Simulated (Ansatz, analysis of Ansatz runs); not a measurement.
# Local vibrational mode of the Cu-H pair in ZnO (r2SCAN), part 2 of 2

Aim: the local vibrational mode of the Cu-H pair in ZnO, to be set beside the measurement. Set-up: r2SCAN, 72-site cell, r2SCAN lattice, 500 eV, k: the single point 1/4 1/4 1/4. The model is a cell of 72 host atoms with Cu put on another atom's site and H put in between. The frequencies come from force constants among the defect atom and its neighbours, with the masses of the isotopes named. A meta-GGA costs about twice a GGA and mends lattice constants and part of the gap.

Ansatz 0.2.0; r2SCAN, 72-site cell, r2SCAN lattice, 500 eV, k: the single point 1/4 1/4 1/4.

So far: Set-up; Relaxation, charge 0.

**2. Relaxation, charge 0 (continued)**

Level of this step: plane-wave PAW DFT, r2SCAN; relaxation of all atoms of a defect supercell (Ansatz).

Step by step:

| step | energy less that of the first step (eV) | largest force component (eV/Å) |
| --- | --- | --- |
| 1 | 0.0000 | 1.5939 |
| 2 | -0.4833 | 0.9318 |
| 3 | -0.7735 | 0.2376 |
| 4 | -0.7858 | 0.1110 |
| 5 | -0.7910 | 0.0752 |
| 6 | -0.7911 | 0.1891 |
| 7 | -0.8099 | 0.4333 |
| 8 | -0.8269 | 0.1126 |
| 9 | -0.8307 | 0.0776 |
| 10 | -0.8321 | 0.0120 |
| 11 | -0.8322 | 0.0068 |

The atoms that moved most (Å, from the sites as typed, ahead of the random displacement, the mean shift of all atoms taken out):

```
atom      dx      dy      dz  length
Cu38   0.355   0.108   0.288   0.470
 O39  -0.078   0.004   0.197   0.212
 O60   0.105   0.086  -0.118   0.180
Zn25  -0.008  -0.033  -0.161   0.164
 Zn6  -0.089  -0.055   0.025   0.108
 H73  -0.042   0.062  -0.064   0.099
Zn37  -0.087   0.036   0.030   0.098
Zn30   0.070  -0.057   0.017   0.092
```

Neighbours of the ideal centre at the end:

| atom | distance (Å) |
| --- | --- |
| H73 | 0.586 |
| Cu38 | 1.331 |
| O28 | 1.564 |
| O36 | 2.201 |
| O60 | 2.417 |
| O39 | 2.445 |
| Zn30 | 2.842 |
| Zn6 | 2.851 |
| Zn25 | 2.887 |

Neighbours of the added atoms: H73: O28 0.99, Cu38 1.91, Zn25 2.44 Å.

Read from the output:

```yaml
free_energy: -143537.2559 eV
```

The relaxation ends 11 meV an atom lower than the displaced start, with a largest force component of 0.0068 eV/Å.

**3. Local vibrational modes**

A local mode lives on the defect and the atoms next to it, so only the sites listed in the input are displaced, which costs far fewer SCF runs than the whole cell would.

This step: plane-wave PAW DFT, r2SCAN; finite-displacement force constants among the atoms nearest to a defect, the others at rest.

File modes/input.yaml:

```yaml
crystal:
  lattice:
    - [9.70585878, 0.0, 0.0]
    - [-4.85292939, 8.40552027, 0.0]
    - [0.0, 0.0, 10.42205785]
  atoms:
    - { symbol: Zn, position: [0.109858537, 0.221887106, 0.249355417] }
    - { symbol: Zn, position: [0.218974433, 0.109230222, -0.001888607] }
[... 3 atom lines left out ...]
    - { symbol: Zn, position: [0.209815887, 0.104322037, 0.502239958] }
[... 18 atom lines left out ...]
    - { symbol: Zn, position: [0.441706187, 0.218070416, 0.234421373] }
[... 2 atom lines left out ...]
    - { symbol: O, position: [0.431548854, 0.199995525, 0.429691453] }
    - { symbol: Zn, position: [0.441113865, 0.220115772, 0.751169432] }
    - { symbol: Zn, position: [0.559446656, 0.104121869, 0.501438873] }
[... 2 atom lines left out ...]
    - { symbol: Zn, position: [0.445555141, 0.552368161, 0.254562901] }
[... 1 atom line left out ...]
    - { symbol: O, position: [0.553217896, 0.440980755, 0.185597183] }
    - { symbol: O, position: [0.447786669, 0.551929383, 0.441176217] }
[... 1 atom line left out ...]
    - { symbol: Cu, position: [0.623987334, 0.507826593, 0.541198864] }
    - { symbol: O, position: [0.547850764, 0.444750938, 0.708550495] }
[... 20 atom lines left out ...]
    - { symbol: O, position: [0.793766501, 0.565559627, 0.428357261] }
[... 12 atom lines left out ...]
    - { symbol: H, position: [0.485384224, 0.312484587, 0.456165557] }
basis:
  ecutwfc: 500
  xc_grid: 2
hamiltonian:
  xc: r2scan
kpoints:
  mp_grid: { grid: [1, 1, 1], shift: [0.25, 0.25, 0.25] }
scf:
  occupations: { method: fermi_dirac, width: 0.01 }
  max_iter: 120
output: {}
checkpoint:
  read: "../relax.run"
phonons:
  supercell: [1, 1, 1]
  displaced_sites: [5, 24, 27, 37, 72]
```

Started as:

```sh
ansatz run input.yaml --threads 2 --pin off --max-ram 4710MiB --backend cpu --events-out ev --progress --plain --runs-dir out
```

Numbers of over 12 decimals in the logs are rounded to 6 here.

What it wrote:

```text
[...]
Warning: basis.xc_grid 2: finite-displacement phonons take 5 at the least, and a number is run as typed, so the frequencies can be off [figures from the program's tests cut]
[...]
Crystal: 73 atoms, lattice volume = 850.261 Å³
Basis set: ecut = 500 eV, 21585 PW (Γ), exchange–correlation on 144×144×160 points (8 copies of the dense FFT grid, shifted against one another)
Bands: 401, of which v1, the nominal top of the filled ones, is band 328 counted from 1 (327 counted from 0)
Symmetry: 1 space group operations
k-points: 1
[...]
Stability of the state it starts from, as read at its close in the unpolarized treatment: not read negative (Ritz values of 1 − χ₀K, real part plus size of imaginary part, from 1.0 to 1.5, by its mixing steps under no symmetry)
[...]
symmetry images taken by strict's conditions (phonons.symmetry_images: auto; settled by no image being taken that strict refuses)
  force constants formed among 5 of 73 sites (Zn 5, Zn 24, O 27, Cu 37, H 72); the other 68 at rest. The modes move the named sites alone.
  the frequencies, the zero-point energy and the sums are of the block with the acoustic sum rule laid on its rows. Row sums over every site: 4.6e-1 eV/Å² at the most
  transpose residual: 5.5e-4 eV/Å²
  largest component of a force at the reference: 6.8e-3 eV/Å on a named site, 5.3e-3 eV/Å on a site at rest
  frequencies among the named sites at Γ of the cell (cm⁻¹): 100.46 132.61 135.48 180.55 220.12 228.38 233.58 235.89 289.94 334.74 397.40 415.08 741.10 787.27 3293.66
  unstable modes among the named sites: 0
  frequencies as built, with no sum rule (cm⁻¹): 100.49 133.92 135.45 181.19 216.95 228.24 233.42 235.52 289.93 335.16 398.20 415.15 741.18 787.66 3293.62
  zero-point energy: 0.478967 eV/cell   skipped modes (ω ≤ 0): 0
  not written: the harmonic force-constant file, the file of eigenvectors (these modes' are written with the force constants), the density of states and the dispersion, which are of every site
[key lines of the parts left out:]
SCF converged after 2 iterations
Free energy (F): -143537.255873 eV
Fermi energy:    8.877548 eV
```

Wall time 16 min (2 threads of Intel Xeon 6975P-C (Granite Rapids), shared host); peak memory 2.9 GiB.

Numbers from this step:

```yaml
free_energy: -143537.2559 eV
```

The modes with the largest weight on the probed atoms (the light atom of a pair), for the masses of each isotope. Modes of the displaced atoms (local only where they lie over the host's phonons):

| isotopes | mode (cm⁻¹) | share of the defect atoms |
| --- | --- | --- |
| H | 3294 | 0.942 |
| H | 787.3 | 0.944 |
| H | 741.2 | 0.91 |
| D | 2397 | 0.888 |
| D | 577.8 | 0.808 |
| D | 555.3 | 0.716 |

**4. Results**

```yaml
distance_from_the_defect_atom_to_its_nearest_neighbour: 0.985 Å
o_h_stretch_1h: 3294 cm⁻¹
o_d_stretch_2h: 2397 cm⁻¹
time_of_the_whole_chain: 21 min on 2 threads
```

What this shows: O-H stretch, 1H: computed 3294 cm⁻¹, measured 3191.8 cm⁻¹; 102 cm⁻¹ (3 %) above the measurement. O-D stretch, 2H: computed 2397 cm⁻¹, measured 2379 cm⁻¹; 18 cm⁻¹ (1 %) above the measurement. The computed value is harmonic, while the measured line is the anharmonic fundamental, which for X–H stretches usually lies a few per cent lower. Only the named neighbours move, so modes near the host's band are approximate.

[Logs are printed without paths, hosts, clocks, repeated set-up lines and the standing remarks that a program may print on its own settings, such as how far it seeks lower states.]

[Hosts, paths, dates, database ids (printed as entryN), source tags and the programs' standing remarks are cut or masked in the printed files.]

[For some hosts the program warned that the k-mesh of the response run may be too coarse for force constants and the static dielectric constant; such warnings are not shown here.]
